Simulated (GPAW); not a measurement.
**BN in line between two Ru chains: transmission at several levels**

Aim: T(E), conductance and thermopower of BN in line between two Ru chains, and what cheaper settings cost in accuracy.

Program: GPAW 26.7.0. Level of theory: GPAW LCAO, PAW setups; Landauer transmission from Green's functions with principal layers (ASE), zero bias. Results are calculated unless marked as measured.

## 1. Starting point

The cell holds 16 atoms: 14 Ru, 1 B and 1 N. Cell: a = 9.000 Å, b = 9.000 Å, c = 34.125 Å, α = 90.0°, β = 90.0°, γ = 90.0°. Regions: left lead, 7 atoms (7 Ru); channel, 2 atoms (1 B and 1 N); right lead, 7 atoms (7 Ru). Vacuum lies along a and b. The structure is stacked along c, and the current runs across the ab planes.

## 2. Double-zeta polarised basis

The script solves lead and junction separately, takes H and S in the orbital basis, and joins semi-infinite leads through their self-energies; the dzp basis is the working standard.

File run.py:

```python
import json
import numpy as np
from ase import Atoms
from ase.transport.calculators import TransportCalculator
from gpaw import GPAW, FermiDirac
from gpaw.lcao.tools import get_lcao_hamiltonian
from scipy.linalg import eigh

# The junction with lead layers at both ends, along the third cell vector
device = Atoms(
    ['Ru', 'Ru', 'Ru', 'Ru', 'Ru', 'Ru', 'Ru', 'B', 'N', 'Ru', 'Ru', 'Ru', 'Ru', 'Ru', 'Ru', 'Ru'],
    positions=[
        [4.50000, 4.50000, 1.12500],
        [4.50000, 4.50000, 3.37500],
        [4.50000, 4.50000, 5.62500],
        [4.50000, 4.50000, 7.87500],
        [4.50000, 4.50000, 10.12500],
        [4.50000, 4.50000, 12.37500],
        [4.50000, 4.50000, 14.62500],
        [4.50000, 4.50000, 16.51060],
        [4.50000, 4.50000, 17.79060],
        [4.50000, 4.50000, 19.50000],
        [4.50000, 4.50000, 21.75000],
        [4.50000, 4.50000, 24.00000],
        [4.50000, 4.50000, 26.25000],
        [4.50000, 4.50000, 28.50000],
        [4.50000, 4.50000, 30.75000],
        [4.50000, 4.50000, 33.00000]],
    cell=[[9.0, 0.0, 0.0], [0.0, 9.0, 0.0], [0.0, 0.0, 34.125]],
    pbc=True)

# One principal layer of the lead: the first 5 atoms of the device
lead = Atoms(
    ['Ru', 'Ru', 'Ru', 'Ru', 'Ru'],
    positions=[
        [4.50000, 4.50000, 1.12500],
        [4.50000, 4.50000, 3.37500],
        [4.50000, 4.50000, 5.62500],
        [4.50000, 4.50000, 7.87500],
        [4.50000, 4.50000, 10.12500]],
    cell=[[9.0, 0.0, 0.0], [0.0, 9.0, 0.0], [0.0, 0.0, 11.25]],
    pbc=True)

settings = dict(mode='lcao', basis='dzp', xc='PBE', h=0.18,
                occupations=FermiDirac(0.1), maxiter=250,
                mixer=dict(beta=0.1, nmaxold=8, weight=100.0),
                convergence=dict(density=0.0001))
energies = np.arange(-3, 3 + 1e-9, 0.075)
eta = 0.0001
n1, n2 = 1, 1
# k and -k transmit alike, so half of the mesh across the current serves
mesh = [(i, j) for i in range(n1) for j in range(n2) if (i, j) <= (-i % n1, -j % n2)]
weights = np.array([1 if (i, j) == (-i % n1, -j % n2) else 2 for i, j in mesh]) / (n1 * n2)


def ground_state(atoms, size, txt):
    atoms.calc = GPAW(kpts={'size': size, 'gamma': True}, symmetry={'tolerance': 1e-3}, txt=txt, **settings)
    atoms.get_potential_energy()
    return atoms.calc.get_fermi_level()


def blocks(atoms, fermi, points, nz, cells):
    """H - E_F S and S between cell 0 and the cells above it, at each point across the current."""
    kz = np.arange(nz) / nz
    calc = atoms.calc.fixed_density(kpts=[(*k, z) for k in points for z in kz], symmetry='off', txt=None)
    H, S = get_lcao_hamiltonian(calc)
    H = (H - fermi * S).reshape(len(H), len(points), nz, *S.shape[1:])
    S = S.reshape(H.shape[1:])
    phases = [np.exp(-2j * np.pi * kz * R) / nz for R in cells]
    return [(np.einsum('skzij,z->ksij', H, p), np.einsum('kzij,z->kij', S, p)) for p in phases]


def pair(a, b):
    return np.block([[a, b], [b.T.conj(), a]])


def count_channels(h, s, cells, nk=240):
    """Half the number of times that the lead's bands cross each energy, unfolded to its shortest repeat."""
    b = len(h) // cells
    bands = []
    for k in (np.arange(nk + 1) + 0.5) / nk:
        hk, sk = h[:b, :b].copy(), s[:b, :b].copy()
        for R in range(1, cells):
            phase, block = np.exp(2j * np.pi * k * R), slice(R * b, (R + 1) * b)
            hk += h[:b, block] * phase + (h[:b, block] * phase).T.conj()
            sk += s[:b, block] * phase + (s[:b, block] * phase).T.conj()
        bands.append(eigh(hk, sk, eigvals_only=True))
    below = np.array(bands)[:, :, None] < energies
    return (below[1:] != below[:-1]).sum((0, 1)) / 2


fermi_lead = ground_state(lead, (1, 1, 10), 'lead.txt')
fermi_device = ground_state(device, (1, 1, 3), 'device.txt')
T, channels, eigen, tail, misfit, shifts = [], [], [], 0.0, 0.0, []
for first in range(0, len(mesh), 434):
    points = [(i / n1, j / n2) for i, j in mesh[first:first + 434]]
    (H0k, S0k), (H1k, S1k), (H2k, _) = blocks(lead, fermi_lead, points, 5, range(3))
    [(Hk, Sk)] = blocks(device, fermi_device, points, 2, [0])
    tail = max(tail, abs(H2k).max())
    for H0, S0, H1, S1, H, S in zip(H0k, S0k, H1k, S1k, Hk, Sk):
        n = len(S0)
        # Shift the lead onto the potential of the device's first layer
        shift = ((H[:, 0, 0] - H0[:, 0, 0]) / S0[0, 0]).real.mean()
        shifts.append(shift)
        misfit = max(misfit, abs(H[:, :n, :n] - H0 - shift * S0).max())
        Tk, Ck, Ek = [], [], []
        for s in range(len(H)):
            t = s % len(H0)  # a lead without moments serves both spins
            h1, s1 = pair(H0[t] + shift * S0, H1[t] + shift * S1), pair(S0, S1)
            leads = dict(h1=h1, s1=s1, energies=energies, eta=eta, eta1=eta, eta2=eta)
            calc = TransportCalculator(h=H[s], s=S, eigenchannels=3, **leads)
            Tk.append(calc.get_transmission())
            Ek.append(np.sort(calc.eigenchannels_ne, axis=0)[::-1])
            Ck.append(count_channels(h1, s1, 10))
        T.append(Tk)
        channels.append(Ck)
        eigen.append(Ek)
T, channels = np.array(T), np.array(channels)
mean, open_channels = np.einsum('kse,k->se', T, weights), np.einsum('kse,k->se', channels, weights)

print(f'basis functions: device {len(S)}, principal layer {n}')
print(f'Fermi level: lead {fermi_lead:.4f} eV, device {fermi_device:.4f} eV; lead shifted by {np.mean(shifts):.4f} eV')
print(f'largest coupling past the next layer {tail:.2e} eV, largest misfit of the first layer {misfit:.3f} eV')
print('  E-E_F (eV)   ' + 'T (one spin)  channels')
for e, t, c in zip(energies, mean.T, open_channels.T):
    print(f'{e:10.3f}  ', *[f'{x:11.4e}' for x in t], *[f'{x:9.4f}' for x in c])

kT = 8.617333e-5 * 300
fine = np.linspace(energies[0], energies[-1], 4001)
both = np.exp(np.interp(fine, energies, np.log(np.maximum(mean.sum(0) * 2 / len(mean), 1e-30))))
fermi = lambda mu: 1 / (1 + np.exp(np.clip((fine - mu) / kT, -200, 200)))
slope = fermi(0) * (1 - fermi(0)) / kT
G = np.trapezoid(both * slope, fine) / 2
seebeck = -np.trapezoid(both * slope * fine, fine) / (2 * G * 300) * 1e6
print(f'conductance at 300 K: {G:.5g} G0 a cell; thermopower {seebeck:.4g} uV/K')
bias = [0.1, 0.2, 0.5, 1.0, 1.5, 2.0]
current = [38.74 * np.trapezoid(both * (fermi(V / 2) - fermi(-V / 2)), fine) for V in bias]
for V, I in zip(bias, current):
    print(f'current from the zero-bias T(E) at {V} V: {I:.5g} uA')
zero = abs(energies).argmin()
json.dump(dict(energies=energies.tolist(), T=mean.tolist(), channels=open_channels.tolist(), G=G, seebeck=seebeck,
               bias=bias, current=current, tail=tail, misfit=misfit, shift=np.mean(shifts), n_device=len(S), n_lead=n,
               fermi=[fermi_lead, fermi_device], energy=device.get_potential_energy(),
               moments=device.get_magnetic_moments().tolist(), mesh=mesh, weights=weights.tolist(),
               T_k=T[:, :, zero].tolist(), eigen=np.array(eigen[0]).tolist()), open('result.json', 'w'))
```

Launch:

```
OMP_NUM_THREADS=1 OPENBLAS_NUM_THREADS=1 python run.py
```

Output:

```text
basis functions: device 432, principal layer 145
Fermi level: lead -3.4327 eV, device -3.5130 eV; lead shifted by 0.0024 eV
largest coupling past the next layer 2.00e-05 eV, largest misfit of the first layer 0.083 eV
  E-E_F (eV)   T (one spin)  [channel counts left out]
    -3.000    6.1073e-01
    -2.925    6.4534e-01
    -2.850    6.8163e-01
    -2.775    7.1905e-01
    -2.700    7.5607e-01
    -2.625    7.9196e-01
    -2.550    8.2486e-01
    -2.475    8.5504e-01
    -2.400    8.7935e-01
    -2.325    9.0010e-01
    -2.250    9.1730e-01
    -2.175    9.3194e-01
    -2.100    9.4530e-01
    -2.025    9.5878e-01
    -1.950    9.7372e-01
    -1.875    9.9122e-01
[...]
2.475    5.0153e-02
     2.550    4.9327e-02
     2.625    1.0877e+00
     2.700    1.2001e+00
     2.775    1.1905e+00
     2.850    1.1629e+00
     2.925    1.1303e+00
     3.000    1.0963e+00
conductance at 300 K: 1.6546 G0 a cell; thermopower -0.8192 uV/K
current from the zero-bias T(E) at 0.1 V: 12.817 uA
current from the zero-bias T(E) at 0.2 V: 25.616 uA
current from the zero-bias T(E) at 0.5 V: 63.74 uA
current from the zero-bias T(E) at 1.0 V: 125.63 uA
current from the zero-bias T(E) at 1.5 V: 184.92 uA
current from the zero-bias T(E) at 2.0 V: 241.67 uA
```

Elapsed: 11 min, on 1 thread of Arm Neoverse N1, shared host; peak memory 2 GiB.

Numbers from this step:

```
conductance                                    : 1.655 G₀
largest coupling past the next principal layer : 2.00e-5 eV
largest misfit of the first principal layer    : 0.08333 eV
shift that aligns the lead                     : 0.002438 eV
basis functions of the junction                : 432
basis functions of a principal layer           : 145
transmission at the Fermi level (one spin)     : 1.656
```

One spin. The transmission, zone mean by energy, zero at the Fermi level:

energy (eV), transmission, zone mean and a bar:
```
    -3.00       0.61 ##########
    -2.77       0.72 ############
    -2.55       0.82 ##############
    -2.40       0.88 ###############
    -2.17       0.93 ################
    -1.95       0.97 #################
    -1.73       1.04 ##################
    -1.57       1.10 ###################
    -1.35       1.20 #####################
    -1.12       1.29 #######################
    -0.90       1.37 ########################
    -0.75       1.41 #########################
    -0.53       1.48 ##########################
    -0.30       1.57 ############################
    -0.07       1.64 #############################
     0.00       1.66 ##############################
     0.07       1.67 ##############################
     0.23       1.67 ##############################
     0.30       1.67 ##############################
     0.53       1.63 #############################
     0.75       1.58 ############################
     0.90       1.55 ############################
     1.12       1.51 ###########################
     1.35       1.47 ##########################
     1.57       1.40 #########################
     1.73       1.30 #######################
     1.95       1.09 ###################
     2.17       0.05 
     2.40       0.05 
     2.55       0.05 
     2.70       1.20 #####################
     2.77       1.19 #####################
     3.00       1.10 ###################
```

Not self-consistent under bias; the bias window is split evenly. The current through one cell, from the zero-bias transmission by bias:

| bias (V) | current through one cell, from the zero-bias transmission (μA) |
| --- | --- |
| 0.100 | 12.8 |
| 0.200 | 25.6 |
| 0.500 | 63.7 |
| 1.000 | 126 |
| 1.500 | 185 |
| 2.000 | 242 |

The transmission of the three most open eigenchannels by energy, zero at the Fermi level:

| energy (eV) | channel 1 | channel 2 | channel 3 |
| --- | --- | --- | --- |
| -3.00 | 0.261 | 0.261 | 0.0894 |
| -2.85 | 0.296 | 0.296 | 0.0902 |
| -2.70 | 0.332 | 0.332 | 0.0917 |
| -2.55 | 0.365 | 0.365 | 0.0943 |
| -2.33 | 0.401 | 0.401 | 0.0989 |
| -2.17 | 0.415 | 0.415 | 0.102 |
| -2.02 | 0.426 | 0.426 | 0.106 |
| -1.88 | 0.441 | 0.441 | 0.109 |
| -1.73 | 0.462 | 0.462 | 0.113 |
| -1.57 | 0.489 | 0.489 | 0.118 |
| -1.35 | 0.537 | 0.537 | 0.128 |
| -1.20 | 0.567 | 0.567 | 0.130 |
| -1.05 | 0.595 | 0.595 | 0.129 |
| -0.90 | 0.620 | 0.620 | 0.127 |
| -0.75 | 0.642 | 0.642 | 0.126 |
| -0.60 | 0.665 | 0.665 | 0.126 |
| -0.38 | 0.703 | 0.703 | 0.133 |
| -0.23 | 0.727 | 0.727 | 0.139 |
| -0.07 | 0.747 | 0.747 | 0.146 |
| 0.00 | 0.754 | 0.754 | 0.148 |
| 0.07 | 0.759 | 0.759 | 0.150 |
| 0.23 | 0.761 | 0.761 | 0.151 |
| 0.38 | 0.754 | 0.754 | 0.151 |
| 0.60 | 0.733 | 0.733 | 0.150 |
| 0.75 | 0.718 | 0.718 | 0.147 |
| 0.90 | 0.705 | 0.705 | 0.139 |
| 1.05 | 0.696 | 0.696 | 0.129 |
| 1.20 | 0.688 | 0.688 | 0.120 |
| 1.35 | 0.678 | 0.678 | 0.112 |
| 1.57 | 0.648 | 0.648 | 0.0998 |
| 1.73 | 0.612 | 0.612 | 0.0758 |
| 1.88 | 0.556 | 0.556 | 0.0645 |
| 2.02 | 0.443 | 0.443 | 0.0586 |
| 2.17 | 0.0548 | 1.8e-7 | 7.2e-8 |
| 2.33 | 0.0521 | 1.8e-7 | 2.5e-9 |
| 2.55 | 0.0493 | 1.8e-7 | 8.5e-8 |
| 2.70 | 0.576 | 0.576 | 0.0479 |
| 2.85 | 0.558 | 0.558 | 0.0468 |
| 3.00 | 0.525 | 0.525 | 0.0458 |

Couplings past the next layer reach 2.0e-5 eV, small enough to drop; the matrix elements of the cell's first layer differ from the bulk lead's by up to 0.083 eV. That layer keeps its own values in the calculation, and only beyond it is the lead taken as perfect. The Fermi levels of lead and junction count from different zeros of potential, one for each periodic cell; with both set to zero, the small remaining shift is what aligns them. By hand: G = 1.655 × 77.48 μS = 128 μS, a resistance of 7.80 kΩ; at 0.1 V a linear junction would pass 12.8 μA, and the integral over the bias window gives 12.8 μA.

## 3. GPAW, szp: basis = "szp(dzp)"

The second zeta is dropped, the polarisation orbitals stay.

Changes to run.py since step 2:

```diff
@@ -43,3 +43,3 @@
 
-settings = dict(mode='lcao', basis='dzp', xc='PBE', h=0.18,
+settings = dict(mode='lcao', basis='szp(dzp)', xc='PBE', h=0.18,
                 occupations=FermiDirac(0.1), maxiter=250,
```

Output:

```text
basis functions: device 242, principal layer 80
Fermi level: lead -3.4677 eV, device -3.5871 eV; lead shifted by 0.0051 eV
largest coupling past the next layer 2.01e-05 eV, largest misfit of the first layer 0.092 eV
  E-E_F (eV)   T (one spin)  [channel counts left out]
    -3.000    6.1902e-01
    -2.925    6.5886e-01
    -2.850    6.9993e-01
    -2.775    7.4088e-01
    -2.700    7.8023e-01
    -2.625    8.1638e-01
    -2.550    8.4838e-01
    -2.475    8.7574e-01
    -2.400    8.9839e-01
    -2.325    9.1687e-01
    -2.250    9.3207e-01
    -2.175    9.4525e-01
    -2.100    9.5780e-01
    -2.025    9.7114e-01
    -1.950    9.8648e-01
    -1.875    1.0047e+00
[...]
2.475    4.6196e-02
     2.550    4.5533e-02
     2.625    4.4961e-02
     2.700    4.4468e-02
     2.775    9.9799e-01
     2.850    1.0462e+00
     2.925    1.0363e+00
     3.000    1.0164e+00
conductance at 300 K: 1.6557 G0 a cell; thermopower -0.7723 uV/K
current from the zero-bias T(E) at 0.1 V: 12.825 uA
current from the zero-bias T(E) at 0.2 V: 25.63 uA
current from the zero-bias T(E) at 0.5 V: 63.734 uA
current from the zero-bias T(E) at 1.0 V: 125.39 uA
current from the zero-bias T(E) at 1.5 V: 184.13 uA
current from the zero-bias T(E) at 2.0 V: 240.01 uA
```

It took 8.1 min on 1 thread; peak memory 1.9 GiB.

This step gave:

* conductance: 1.656 G₀
* largest coupling past the next principal layer: 2.01e-5 eV
* largest misfit of the first principal layer: 0.09203 eV
* shift that aligns the lead: 0.005122 eV
* basis functions of the junction: 242
* basis functions of a principal layer: 80
* transmission at the Fermi level (one spin): 1.657

One spin. Table of transmission, zone mean by energy, zero at the Fermi level:

| energy (eV) | transmission, zone mean |
| --- | --- |
| -3.0000 | 0.619 |
| -2.7750 | 0.741 |
| -2.4750 | 0.876 |
| -2.2500 | 0.932 |
| -2.0250 | 0.971 |
| -1.7250 | 1.05 |
| -1.5000 | 1.14 |
| -1.2750 | 1.24 |
| -0.9750 | 1.34 |
| -0.7500 | 1.41 |
| -0.5250 | 1.48 |
| -0.2250 | 1.59 |
| 0.0000 | 1.66 |
| 0.1500 | 1.67 |
| 0.2250 | 1.67 |
| 0.5250 | 1.61 |
| 0.7500 | 1.55 |
| 0.9750 | 1.49 |
| 1.2750 | 1.41 |
| 1.5000 | 1.32 |
| 1.7250 | 1.13 |
| 2.0250 | 0.468 |
| 2.2500 | 0.0490 |
| 2.4750 | 0.0462 |
| 2.7750 | 0.998 |
| 3.0000 | 1.02 |

Not self-consistent under bias; the bias window is split evenly. Current through one cell, from the zero-bias transmission against bias:

| bias (V) | current through one cell, from the zero-bias transmission (μA) |
| --- | --- |
| 0.100 | 12.8 |
| 0.200 | 25.6 |
| 0.500 | 63.7 |
| 1.000 | 125 |
| 1.500 | 184 |
| 2.000 | 240 |

The transmission of the three most open eigenchannels by energy, zero at the Fermi level:

| energy (eV) | channel 1 | channel 2 | channel 3 |
| --- | --- | --- | --- |
| -3.00 | 0.265 | 0.265 | 0.0891 |
| -2.85 | 0.305 | 0.305 | 0.0905 |
| -2.70 | 0.344 | 0.344 | 0.0927 |
| -2.55 | 0.377 | 0.377 | 0.0953 |
| -2.33 | 0.409 | 0.409 | 0.0997 |
| -2.17 | 0.421 | 0.421 | 0.103 |
| -2.02 | 0.433 | 0.433 | 0.105 |
| -1.88 | 0.448 | 0.448 | 0.108 |
| -1.73 | 0.471 | 0.471 | 0.110 |
| -1.57 | 0.498 | 0.498 | 0.112 |
| -1.35 | 0.544 | 0.544 | 0.118 |
| -1.20 | 0.573 | 0.573 | 0.124 |
| -1.05 | 0.598 | 0.598 | 0.122 |
| -0.90 | 0.620 | 0.620 | 0.124 |
| -0.75 | 0.642 | 0.642 | 0.124 |
| -0.60 | 0.665 | 0.665 | 0.125 |
| -0.38 | 0.703 | 0.703 | 0.131 |
| -0.23 | 0.728 | 0.728 | 0.137 |
| -0.07 | 0.748 | 0.748 | 0.145 |
| 0.00 | 0.755 | 0.755 | 0.147 |
| 0.07 | 0.759 | 0.759 | 0.149 |
| 0.23 | 0.759 | 0.759 | 0.151 |
| 0.38 | 0.749 | 0.749 | 0.151 |
| 0.60 | 0.720 | 0.720 | 0.151 |
| 0.75 | 0.700 | 0.700 | 0.150 |
| 0.90 | 0.681 | 0.681 | 0.144 |
| 1.05 | 0.667 | 0.667 | 0.134 |
| 1.20 | 0.652 | 0.652 | 0.124 |
| 1.35 | 0.634 | 0.634 | 0.116 |
| 1.57 | 0.585 | 0.585 | 0.102 |
| 1.73 | 0.529 | 0.529 | 0.0702 |
| 1.88 | 0.436 | 0.436 | 0.0595 |
| 2.02 | 0.207 | 0.207 | 0.0538 |
| 2.17 | 0.0503 | 2.3e-8 | 2.1e-9 |
| 2.33 | 0.0479 | 2.4e-8 | 3.1e-10 |
| 2.55 | 0.0455 | 2.5e-8 | 9.7e-10 |
| 2.70 | 0.0445 | 2.0e-6 | 2.0e-6 |
| 2.85 | 0.501 | 0.501 | 0.0437 |
| 3.00 | 0.487 | 0.487 | 0.0430 |

The conductance equals that of the dzp run to 0.2 %.

## 4. GPAW, sz: basis = "sz(dzp)"

One function for each valence shell of the setup, as for a first survey of a large system.

Changes to run.py since step 3:

```diff
@@ -43,3 +43,3 @@
 
-settings = dict(mode='lcao', basis='szp(dzp)', xc='PBE', h=0.18,
+settings = dict(mode='lcao', basis='sz(dzp)', xc='PBE', h=0.18,
                 occupations=FermiDirac(0.1), maxiter=250,
```

Output:

```text
basis functions: device 190, principal layer 65
Fermi level: lead -3.5088 eV, device -3.6327 eV; lead shifted by 0.0041 eV
largest coupling past the next layer 2.00e-05 eV, largest misfit of the first layer 0.080 eV
  E-E_F (eV)   T (one spin)  channels
    -3.000    6.7360e-01    3.0000
    -2.925    7.1451e-01    3.0000
    -2.850    7.5576e-01    3.0000
[...]
2.925    9.8792e-01    3.0000
     3.000    1.0285e+00    3.0000
conductance at 300 K: 1.6768 G0 a cell; thermopower -0.872 uV/K
current from the zero-bias T(E) at 0.1 V: 12.989 uA
current from the zero-bias T(E) at 0.2 V: 25.963 uA
current from the zero-bias T(E) at 0.5 V: 64.633 uA
current from the zero-bias T(E) at 1.0 V: 127.56 uA
current from the zero-bias T(E) at 1.5 V: 187.98 uA
current from the zero-bias T(E) at 2.0 V: 245.73 uA
```

Wall time 5.3 min (1 thread); peak memory 1.8 GiB.

This step gave:

- conductance: 1.677 G₀
- largest coupling past the next principal layer: 2.00e-5 eV
- largest misfit of the first principal layer: 0.08049 eV
- shift that aligns the lead: 0.004101 eV
- basis functions of the junction: 190
- basis functions of a principal layer: 65
- transmission at the Fermi level (one spin): 1.678
- open channels of the lead at the Fermi level (one spin): 6

One spin. Transmission, zone mean against energy, zero at the Fermi level:

| energy (eV) | transmission, zone mean |
| --- | --- |
| -3.00 | 0.674 |
| -2.77 | 0.796 |
| -2.55 | 0.895 |
| -2.40 | 0.937 |
| -2.17 | 0.975 |
| -1.95 | 1.01 |
| -1.73 | 1.08 |
| -1.57 | 1.14 |
| -1.35 | 1.23 |
| -1.12 | 1.32 |
| -0.90 | 1.39 |
| -0.75 | 1.44 |
| -0.53 | 1.51 |
| -0.30 | 1.59 |
| -0.07 | 1.66 |
| 0.00 | 1.68 |
| 0.07 | 1.69 |
| 0.23 | 1.70 |
| 0.30 | 1.70 |
| 0.53 | 1.67 |
| 0.75 | 1.61 |
| 0.90 | 1.57 |
| 1.12 | 1.52 |
| 1.35 | 1.46 |
| 1.57 | 1.34 |
| 1.73 | 1.18 |
| 1.95 | 0.703 |
| 2.17 | 0.0576 |
| 2.40 | 0.0552 |
| 2.55 | 0.0541 |
| 2.77 | 0.0530 |
| 3.00 | 1.03 |

The conductance, 1.68 G₀, lies 1.3 % above that of the dzp run.

[end of part 1 of 2]

[Logs are printed without paths, hosts, clocks, repeated set-up lines and the standing remarks that a program may print on its own settings, such as how far it seeks lower states.]

[Hosts, paths, dates, database ids (printed as entryN), source tags and the programs' standing remarks are cut or masked in the printed files.]
